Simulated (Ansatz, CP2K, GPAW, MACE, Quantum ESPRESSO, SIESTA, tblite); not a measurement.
# CP2K runs on amorphous Si (76 atoms), part 2 of 4

How do the settings of CP2K change the result for amorphous Si (76 atoms)? A plane-wave run serves as the yardstick.

Program: CP2K 2026.2; the method stands at each step. Banners, paths, timers and routine set-up lines are dropped from the logs unmarked, and long logs keep their key lines alone; longer cuts are marked.

So far. Step 2 (PBE, DZVP-MOLOPT-SR, 350/50 Ry, diagonalisation): Forces lie 2.7 % from the reference's, at 0.40 times its CPU time (on 2 against 4 cores). Step 3 (GFN1-xTB, diagonalisation): Against the first run (2.7 %), the force difference from the reference is 30 %, at 0.18 times the CPU time (on 1 against 2 cores) (161 SCF steps against 18); the model has changed, so this is no error of the program alone.

### 4. PBE, TZV2P-MOLOPT, 350/50 Ry, diagonalisation

Method: Kohn-Sham DFT, PBE, GTH-PBE pseudopotentials, Gaussian and plane waves, TZV2P-MOLOPT-GTH, diagonalisation.

The input, input.inp:

```
&GLOBAL
  PROJECT cell
  RUN_TYPE ENERGY_FORCE
  PRINT_LEVEL LOW
&END GLOBAL
&FORCE_EVAL
  METHOD QS
  STRESS_TENSOR ANALYTICAL
  &DFT
    BASIS_SET_FILE_NAME BASIS_MOLOPT
    POTENTIAL_FILE_NAME GTH_POTENTIALS
    &MGRID
      CUTOFF 350
      REL_CUTOFF 50
    &END MGRID
    &QS
      EPS_DEFAULT 1.0E-12
    &END QS
    &SCF
      SCF_GUESS ATOMIC
      EPS_SCF 1.0E-06
      MAX_SCF 200
      ADDED_MOS 34
      &DIAGONALIZATION
        ALGORITHM STANDARD
      &END DIAGONALIZATION
      &SMEAR ON
        METHOD FERMI_DIRAC
        ELECTRONIC_TEMPERATURE [K] 580
      &END SMEAR
      &MIXING
        METHOD BROYDEN_MIXING
        ALPHA 0.15
        NBROYDEN 8
      &END MIXING
      &PRINT
        &RESTART OFF
        &END RESTART
      &END PRINT
    &END SCF
    &XC
      &XC_FUNCTIONAL PBE
      &END XC_FUNCTIONAL
    &END XC
    &PRINT
      &MULLIKEN ON
      &END MULLIKEN
      &LOWDIN ON
      &END LOWDIN
      &MO ON
        EIGENVALUES T
        OCCUPATION_NUMBERS T
        MO_INDEX_RANGE 141 164
        &EACH
          QS_SCF 0
        &END EACH
        ADD_LAST NUMERIC
      &END MO
    &END PRINT
  &END DFT
  &SUBSYS
    &CELL
      A 11.52060 0.00000 0.00000
      B 0.00000 11.52060 0.00000
      C 0.00000 0.00000 11.52060
    &END CELL
    &COORD
      SCALED
[... 76 atom lines left out: the same atoms as in the first run ...]
    &END COORD
    &KIND Si
      BASIS_SET TZV2P-MOLOPT-GTH-q4
      POTENTIAL GTH-PBE-q4
    &END KIND
  &END SUBSYS
  &PRINT
    &FORCES ON
    &END FORCES
    &STRESS_TENSOR ON
    &END STRESS_TENSOR
  &END PRINT
&END FORCE_EVAL
```

Run with:

```sh
> OMP_NUM_THREADS=1 mpirun -np 4 cp2k.psmp -i input.inp > output.txt
```

Numbers of over 12 decimals in the logs are rounded to 6 here.

Log:

```text
CP2K| version string:                                       CP2K version 2026.2
 CP2K| Input file name                                                 input.inp
 GLOBAL| Basis set file name                                        BASIS_MOLOPT
 GLOBAL| Potential file name                                      GTH_POTENTIALS
[... lines left out ...]
 Number of electrons:                                                        304
[... lines left out ...]
  Step     Update method      Time    Convergence         Total energy    Change
[... lines left out ...]
  *** SCF run converged in    20 steps ***
[... lines left out ...]
  Fermi energy:                                                 0.198912
  Total energy:                                              -298.142529
  Total energy (extrapolated to T->0):                       -298.138345
[... lines left out ...]
 MO| E(Fermi):            0.198912 a.u.          5.412660 eV
[... lines left out ...]
 ENERGY| Total FORCE_EVAL ( QS ) energy [hartree]           -298.142524
[... lines left out ...]
 FORCES|      1 -4.34817215E-03 -2.16467244E-03  1.09977593E-03   4.98015209E-03
 FORCES|      2 -1.37150954E-02  4.54854157E-02  1.43603838E-02   4.96311143E-02
 FORCES|      3 -9.70762413E-03  3.72507629E-03 -2.85390632E-02   3.03742043E-02
[...]
FORCES|     75 -4.81219501E-03 -3.54234202E-03  5.92892846E-03   8.41769567E-03
 FORCES|     76 -1.02417840E-02  7.43471020E-03 -5.01899536E-02   5.17609940E-02
 FORCES| Sum    -2.12903202E-07 -1.09544158E-07  5.37006909E-08
 FORCES| Total atomic force                                       2.45380236E-07
 STRESS| Analytical stress tensor [bar]
 STRESS|                        x                   y                   z
 STRESS|      x        1.13853207270E+02  -5.89259604336E+03   1.20743330240E+04
 STRESS|      y       -5.89259604336E+03  -3.52173222023E+03   1.39954635750E+04
 STRESS|      z        1.20743330240E+04   1.39954635750E+04   2.95625380112E+03
 STRESS| 1/3 Trace                                            -1.50541737281E+02
```

Wall time 2 min (4 MPI ranks of Arm Neoverse V2, shared host); peak memory 3.2 GiB; 7.9 min of CPU time.

Compared with the plane-wave run:

```yaml
r_m_s_force_component: 0.9366 eV/Å
r_m_s_difference_of_force_components: 21.16 meV/Å
longest_difference_of_force_vectors: 88.77 meV/Å
force_difference_over_r_m_s_force: 2.252 %
slope_of_forces_against_the_reference_s: 0.9965
correlation_of_force_components: 0.9998
pressure: -0.0151 GPa
pressure_difference: -0.3088 GPa
```

Against the first run (2.7 %), the force difference from the reference is 2.3 %, at 2.7 times the CPU time (on 4 against 2 cores), with 1672 basis functions against 988: the larger basis brings the forces nearer.

### 5. PBE, SZV-MOLOPT-SR, 350/50 Ry, diagonalisation

Method: Kohn-Sham DFT, PBE, GTH-PBE pseudopotentials, Gaussian and plane waves, SZV-MOLOPT-SR-GTH, diagonalisation.

input.inp: that of step 4 with these lines changed.

```diff
@@ -71,3 +71,3 @@
     &KIND Si
-      BASIS_SET TZV2P-MOLOPT-GTH-q4
+      BASIS_SET SZV-MOLOPT-SR-GTH-q4
       POTENTIAL GTH-PBE-q4
```

Run with:

```sh
> OMP_NUM_THREADS=1 cp2k.psmp -i input.inp > output.txt
```

Log:

```text
CP2K| version string:                                       CP2K version 2026.2
 CP2K| Input file name                                                 input.inp
 GLOBAL| Basis set file name                                        BASIS_MOLOPT
 GLOBAL| Potential file name                                      GTH_POTENTIALS
 GLOBAL| Run type                                                   ENERGY_FORCE
 GLOBAL| Total number of message passing processes                             1
 GLOBAL| Number of threads for this process                                    1
 TOTAL NUMBERS AND MAXIMUM NUMBERS
  Total number of            - Atomic kinds:                                   1
                             - Atoms:                                         76
[... lines left out ...]
                        Smear method:                                FERMI_DIRAC
[... lines left out ...]
 Number of electrons:                                                        304
[... lines left out ...]
  Step     Update method      Time    Convergence         Total energy    Change
[... lines left out ...]
  *** SCF run converged in    22 steps ***
[... lines left out ...]
  Fermi energy:                                                 0.242707
  Total energy:                                              -295.430958
  Total energy (extrapolated to T->0):                       -295.427673
[... lines left out ...]
 MO| E(Fermi):            0.242707 a.u.          6.604380 eV
[... lines left out ...]
       1     Si       1          3.964544                              0.035456
       2     Si       1          4.004116                             -0.004116
       3     Si       1          4.000281                             -0.000281
[...]
# Total charge                            304.000000                  0.000000
 !-----------------------------------------------------------------------------!
 LOWDIN POPULATION ANALYSIS
 #  Atom  Element  Kind  Atomic population                           Net charge
[...]
75     Si       1          4.002188                             -0.002188
      76     Si       1          4.034465                             -0.034465
 # Total charge                            304.000000                  0.000000
 ENERGY| Total FORCE_EVAL ( QS ) energy [hartree]           -295.430965
 FORCES| Atomic forces [hartree/bohr]
 FORCES|   Atom     x               y               z               |f|
 FORCES|      1 -6.29352000E-03 -9.05800009E-03  6.59266106E-03   1.28498615E-02
 FORCES|      2 -1.83988756E-02  6.03750640E-02  2.50947925E-02   6.79221288E-02
 FORCES|      3 -6.59804712E-03  2.34445730E-03 -4.12481720E-02   4.18382887E-02
[...]
FORCES|     75 -6.33123668E-03 -1.14542499E-02  2.16023104E-03   1.32646522E-02
 FORCES|     76 -1.57870118E-02  1.10080158E-02 -6.70829384E-02   6.97891594E-02
 FORCES| Sum     1.94433893E-05  1.09515314E-05  2.57915993E-06
 FORCES| Total atomic force                                       2.24640490E-05
 STRESS| Analytical stress tensor [bar]
 STRESS|                        x                   y                   z
 STRESS|      x        8.28671007938E+04  -8.50086645502E+03   1.95403674516E+04
 STRESS|      y       -8.50086645502E+03   8.41846745000E+04   2.09096852768E+04
 STRESS|      z        1.95403674516E+04   2.09096852768E+04   8.71272149390E+04
 STRESS| 1/3 Trace                                             8.47263300776E+04
```

Run time: 1.8 min. Hardware: 1 thread; peak memory 1.7 GiB.

Numbers from this run, and their distance from the reference:

* r.m.s. force component: 1.295 eV/Å
* r.m.s. difference of force components: 480.7 meV/Å
* longest difference of force vectors: 1742 meV/Å
* force difference over r.m.s. force: 51.16 %
* slope of forces against the reference's: 1.319
* correlation of force components: 0.9569
* pressure: 8.473 GPa
* pressure difference: 8.179 GPa

This is a coarse setting, run to see what it loses.

Against the first run (2.7 %), the force difference from the reference is 51 %, at 0.63 times the CPU time (on 1 against 2 cores), with 304 basis functions against 988: the smaller basis costs accuracy.

### 6. PBE, TZVP-UZH, 350/50 Ry, diagonalisation

Method: Kohn-Sham DFT, PBE, GTH-PBE pseudopotentials, Gaussian and plane waves, TZVP-MOLOPT (UZH set), diagonalisation.

input.inp: that of step 5 with these lines changed.

```diff
@@ -9,4 +9,4 @@
   &DFT
-    BASIS_SET_FILE_NAME BASIS_MOLOPT
-    POTENTIAL_FILE_NAME GTH_POTENTIALS
+    BASIS_SET_FILE_NAME BASIS_MOLOPT_UZH
+    POTENTIAL_FILE_NAME POTENTIAL_UZH
     &MGRID
@@ -66,8 +66,8 @@
     &END CELL
-    &COORD
-      SCALED
-[... 76 atom lines left out: the same atoms as in the first run ...]
-    &END COORD
+    &TOPOLOGY
+      COORD_FILE_NAME structure.xyz
+      COORD_FILE_FORMAT XYZ
+    &END TOPOLOGY
     &KIND Si
-      BASIS_SET SZV-MOLOPT-SR-GTH-q4
+      BASIS_SET TZVP-MOLOPT-PBE-GTH-q4
       POTENTIAL GTH-PBE-q4
```

The input, structure.xyz:

```xyz
76

Si 11.02533 3.27968 0.70575
Si 7.44772 4.14442 1.22280
Si 0.78709 0.76842 2.48914
Si 3.35872 3.37842 0.84308
Si 10.29884 3.67599 6.57918
Si 8.02179 0.56866 0.51670
Si 7.95083 3.44155 6.61329
Si 5.72194 9.05439 8.61545
Si 2.39075 6.78794 3.42070
Si 2.48211 9.28053 6.75130
Si 9.97880 7.16835 5.34083
Si 9.45115 7.20026 9.27961
Si 2.92854 2.37290 10.21255
Si 1.42383 5.07552 8.41568
Si 11.45770 0.61163 8.27179
Si 3.31194 3.63440 7.95152
Si 3.42554 10.59515 0.42891
Si 0.33306 1.96035 10.37200
Si 8.85416 6.34267 1.29918
Si 11.17003 5.75281 0.52684
[... 52 atom lines left out ...]
Si 0.18594 1.61162 6.03841
Si 2.37900 1.53662 6.72527
Si 7.79541 9.32742 7.20809
Si 8.60796 7.17215 3.60825
```

Run with:

```sh
> OMP_NUM_THREADS=1 mpirun -np 4 cp2k.psmp -i input.inp > output.txt
```

Log:

```text
CP2K| version string:                                       CP2K version 2026.2
 CP2K| Input file name                                                 input.inp
 GLOBAL| Basis set file name                                    BASIS_MOLOPT_UZH
 GLOBAL| Potential file name                                       POTENTIAL_UZH
 GLOBAL| Run type                                                   ENERGY_FORCE
 GLOBAL| Total number of message passing processes                             4
 GLOBAL| Number of threads for this process                                    1
[... lines left out ...]
                        Smear method:                                FERMI_DIRAC
[... lines left out ...]
 Number of electrons:                                                        304
[... lines left out ...]
  Step     Update method      Time    Convergence         Total energy    Change
[... lines left out ...]
  *** SCF run converged in    18 steps ***
[... lines left out ...]
  Fermi energy:                                                 0.201005
  Total energy:                                              -298.001007
  Total energy (extrapolated to T->0):                       -297.996903
[... lines left out ...]
 MO| E(Fermi):            0.201005 a.u.          5.469617 eV
[... lines left out ...]
      75     Si       1          3.958731                              0.041269
      76     Si       1          4.024038                             -0.024038
 # Total charge                            304.000000                  0.000000
 ENERGY| Total FORCE_EVAL ( QS ) energy [hartree]           -298.000975
 FORCES| Atomic forces [hartree/bohr]
 FORCES|   Atom     x               y               z               |f|
 FORCES|      1 -3.68428346E-03 -1.59193311E-03  9.94055009E-04   4.13477218E-03
 FORCES|      2 -1.36668426E-02  4.58486531E-02  1.41933534E-02   4.99032349E-02
 FORCES|      3 -9.86201456E-03  3.71490431E-03 -2.91307061E-02   3.09783454E-02
[...]
FORCES|     75 -5.20012229E-03 -3.75671176E-03  6.11622592E-03   8.86354188E-03
 FORCES|     76 -1.01833770E-02  7.85394799E-03 -5.02333615E-02   5.18534114E-02
 FORCES| Sum     1.43141013E-10 -1.54370194E-08  1.68908886E-08
 FORCES| Total atomic force                                       2.28828358E-08
 STRESS| Analytical stress tensor [bar]
 STRESS|                        x                   y                   z
 STRESS|      x        2.36116668789E+03  -6.29322583923E+03   1.18496949409E+04
 STRESS|      y       -6.29322583923E+03  -2.17035247134E+03   1.41688796927E+04
 STRESS|      z        1.18496949409E+04   1.41688796927E+04   4.93593376490E+03
 STRESS| 1/3 Trace                                             1.70891599382E+03
```

Run time: 90 s. Hardware: 4 MPI ranks; peak memory 3.2 GiB.

Against the reference:

- r.m.s. force component: 0.9411 eV/Å
- r.m.s. difference of force components: 24.96 meV/Å
- longest difference of force vectors: 86.34 meV/Å
- force difference over r.m.s. force: 2.657 %
- slope of forces against the reference's: 1.001
- correlation of force components: 0.9997
- pressure: 0.1709 GPa
- pressure difference: -0.1228 GPa

Against the first run (2.7 %), the force difference from the reference is 2.7 %, at 2.1 times the CPU time (on 4 against 2 cores), with 1292 basis functions against 988; this set comes with other potentials too, so the change isn't the basis's alone.

### 7. PBE, DZVP-MOLOPT-SR, 489/50 Ry, diagonalisation

Method: Kohn-Sham DFT, PBE, GTH-PBE pseudopotentials, Gaussian and plane waves, DZVP-MOLOPT-SR-GTH, diagonalisation.

input.inp: that of step 6 with these lines changed.

```diff
@@ -9,6 +9,6 @@
   &DFT
-    BASIS_SET_FILE_NAME BASIS_MOLOPT_UZH
-    POTENTIAL_FILE_NAME POTENTIAL_UZH
+    BASIS_SET_FILE_NAME BASIS_MOLOPT
+    POTENTIAL_FILE_NAME GTH_POTENTIALS
     &MGRID
-      CUTOFF 350
+      CUTOFF 489
       REL_CUTOFF 50
@@ -71,3 +71,3 @@
     &KIND Si
-      BASIS_SET TZVP-MOLOPT-PBE-GTH-q4
+      BASIS_SET DZVP-MOLOPT-SR-GTH-q4
       POTENTIAL GTH-PBE-q4
```

structure.xyz is that of step 6.

Run with:

```sh
> OMP_NUM_THREADS=2 cp2k.psmp -i input.inp > output.txt
```

Log:

```text
CP2K| version string:                                       CP2K version 2026.2
 CP2K| Input file name                                                 input.inp
 GLOBAL| Basis set file name                                        BASIS_MOLOPT
 GLOBAL| Potential file name                                      GTH_POTENTIALS
 GLOBAL| Run type                                                   ENERGY_FORCE
 GLOBAL| Total number of message passing processes                             1
 GLOBAL| Number of threads for this process                                    2
 TOTAL NUMBERS AND MAXIMUM NUMBERS
  Total number of            - Atomic kinds:                                   1
                             - Atoms:                                         76
[... lines left out ...]
                        Smear method:                                FERMI_DIRAC
[... lines left out ...]
 Number of electrons:                                                        304
[... lines left out ...]
  Step     Update method      Time    Convergence         Total energy    Change
[... lines left out ...]
  *** SCF run converged in    18 steps ***
[... lines left out ...]
  Fermi energy:                                                 0.198766
  Total energy:                                              -298.068075
  Total energy (extrapolated to T->0):                       -298.063915
[... lines left out ...]
 MO| E(Fermi):            0.198766 a.u.          5.408691 eV
[... lines left out ...]
       1     Si       1          3.980625                              0.019375
       2     Si       1          3.980252                              0.019748
       3     Si       1          3.962855                              0.037145
[...]
# Total charge                            304.000000                  0.000000
 !-----------------------------------------------------------------------------!
 LOWDIN POPULATION ANALYSIS
 #  Atom  Element  Kind  Atomic population                           Net charge
[...]
75     Si       1          3.952240                              0.047760
      76     Si       1          4.021638                             -0.021638
 # Total charge                            304.000000                  0.000000
 ENERGY| Total FORCE_EVAL ( QS ) energy [hartree]           -298.068088
 FORCES| Atomic forces [hartree/bohr]
 FORCES|   Atom     x               y               z               |f|
 FORCES|      1 -4.43227602E-03 -2.33383774E-03  1.02140873E-03   5.11225440E-03
 FORCES|      2 -1.41456939E-02  4.60880741E-02  1.46338352E-02   5.03821433E-02
 FORCES|      3 -9.72669560E-03  3.72113425E-03 -2.90676347E-02   3.08768981E-02
[...]
FORCES|     75 -4.54598317E-03 -3.47599962E-03  5.70464613E-03   8.08031706E-03
 FORCES|     76 -1.03664388E-02  7.41530247E-03 -5.08313486E-02   5.24049212E-02
 FORCES| Sum    -2.05177375E-07  4.45595832E-07  7.00793783E-07
 FORCES| Total atomic force                                       8.55432831E-07
 STRESS| Analytical stress tensor [bar]
 STRESS|                        x                   y                   z
 STRESS|      x        1.64275588435E+03  -5.84083304415E+03   1.23662278629E+04
 STRESS|      y       -5.84083304415E+03  -1.87318412903E+03   1.42487358972E+04
 STRESS|      z        1.23662278629E+04   1.42487358972E+04   4.53627516164E+03
 STRESS| 1/3 Trace                                             1.43528230565E+03
```

It took 1.9 min on 2 threads; peak memory 2.9 GiB; 3.4 min of CPU time.

Numbers from this run, and their distance from the reference:

- r.m.s. force component: 0.9492 eV/Å
- r.m.s. difference of force components: 25 meV/Å
- longest difference of force vectors: 90.54 meV/Å
- force difference over r.m.s. force: 2.661 %
- slope of forces against the reference's: 1.01
- correlation of force components: 0.9997
- pressure: 0.1435 GPa
- pressure difference: -0.1502 GPa
- energy less the same-level run's: -0.0012 meV/atom
- r.m.s. force difference from the same-level run: 0.045 meV/Å

Against the first run (2.7 %), the force difference from the reference is 2.7 %, at 1.2 times the CPU time: the change moves forces by 0.045 meV/Å r.m.s., so most of the difference comes from elsewhere.

(Part 2 of 4 ends here.)

[Also dropped from logs without a mark: logging warnings of Python, and SIESTA's first energy breakdown and zero terms.]

[Logs are printed without paths, hosts, clocks, repeated set-up lines and the standing remarks that a program may print on its own settings, such as how far it seeks lower states.]

[Hosts, paths, dates, database ids (printed as entryN), source tags and the programs' standing remarks are cut or masked in the printed files.]
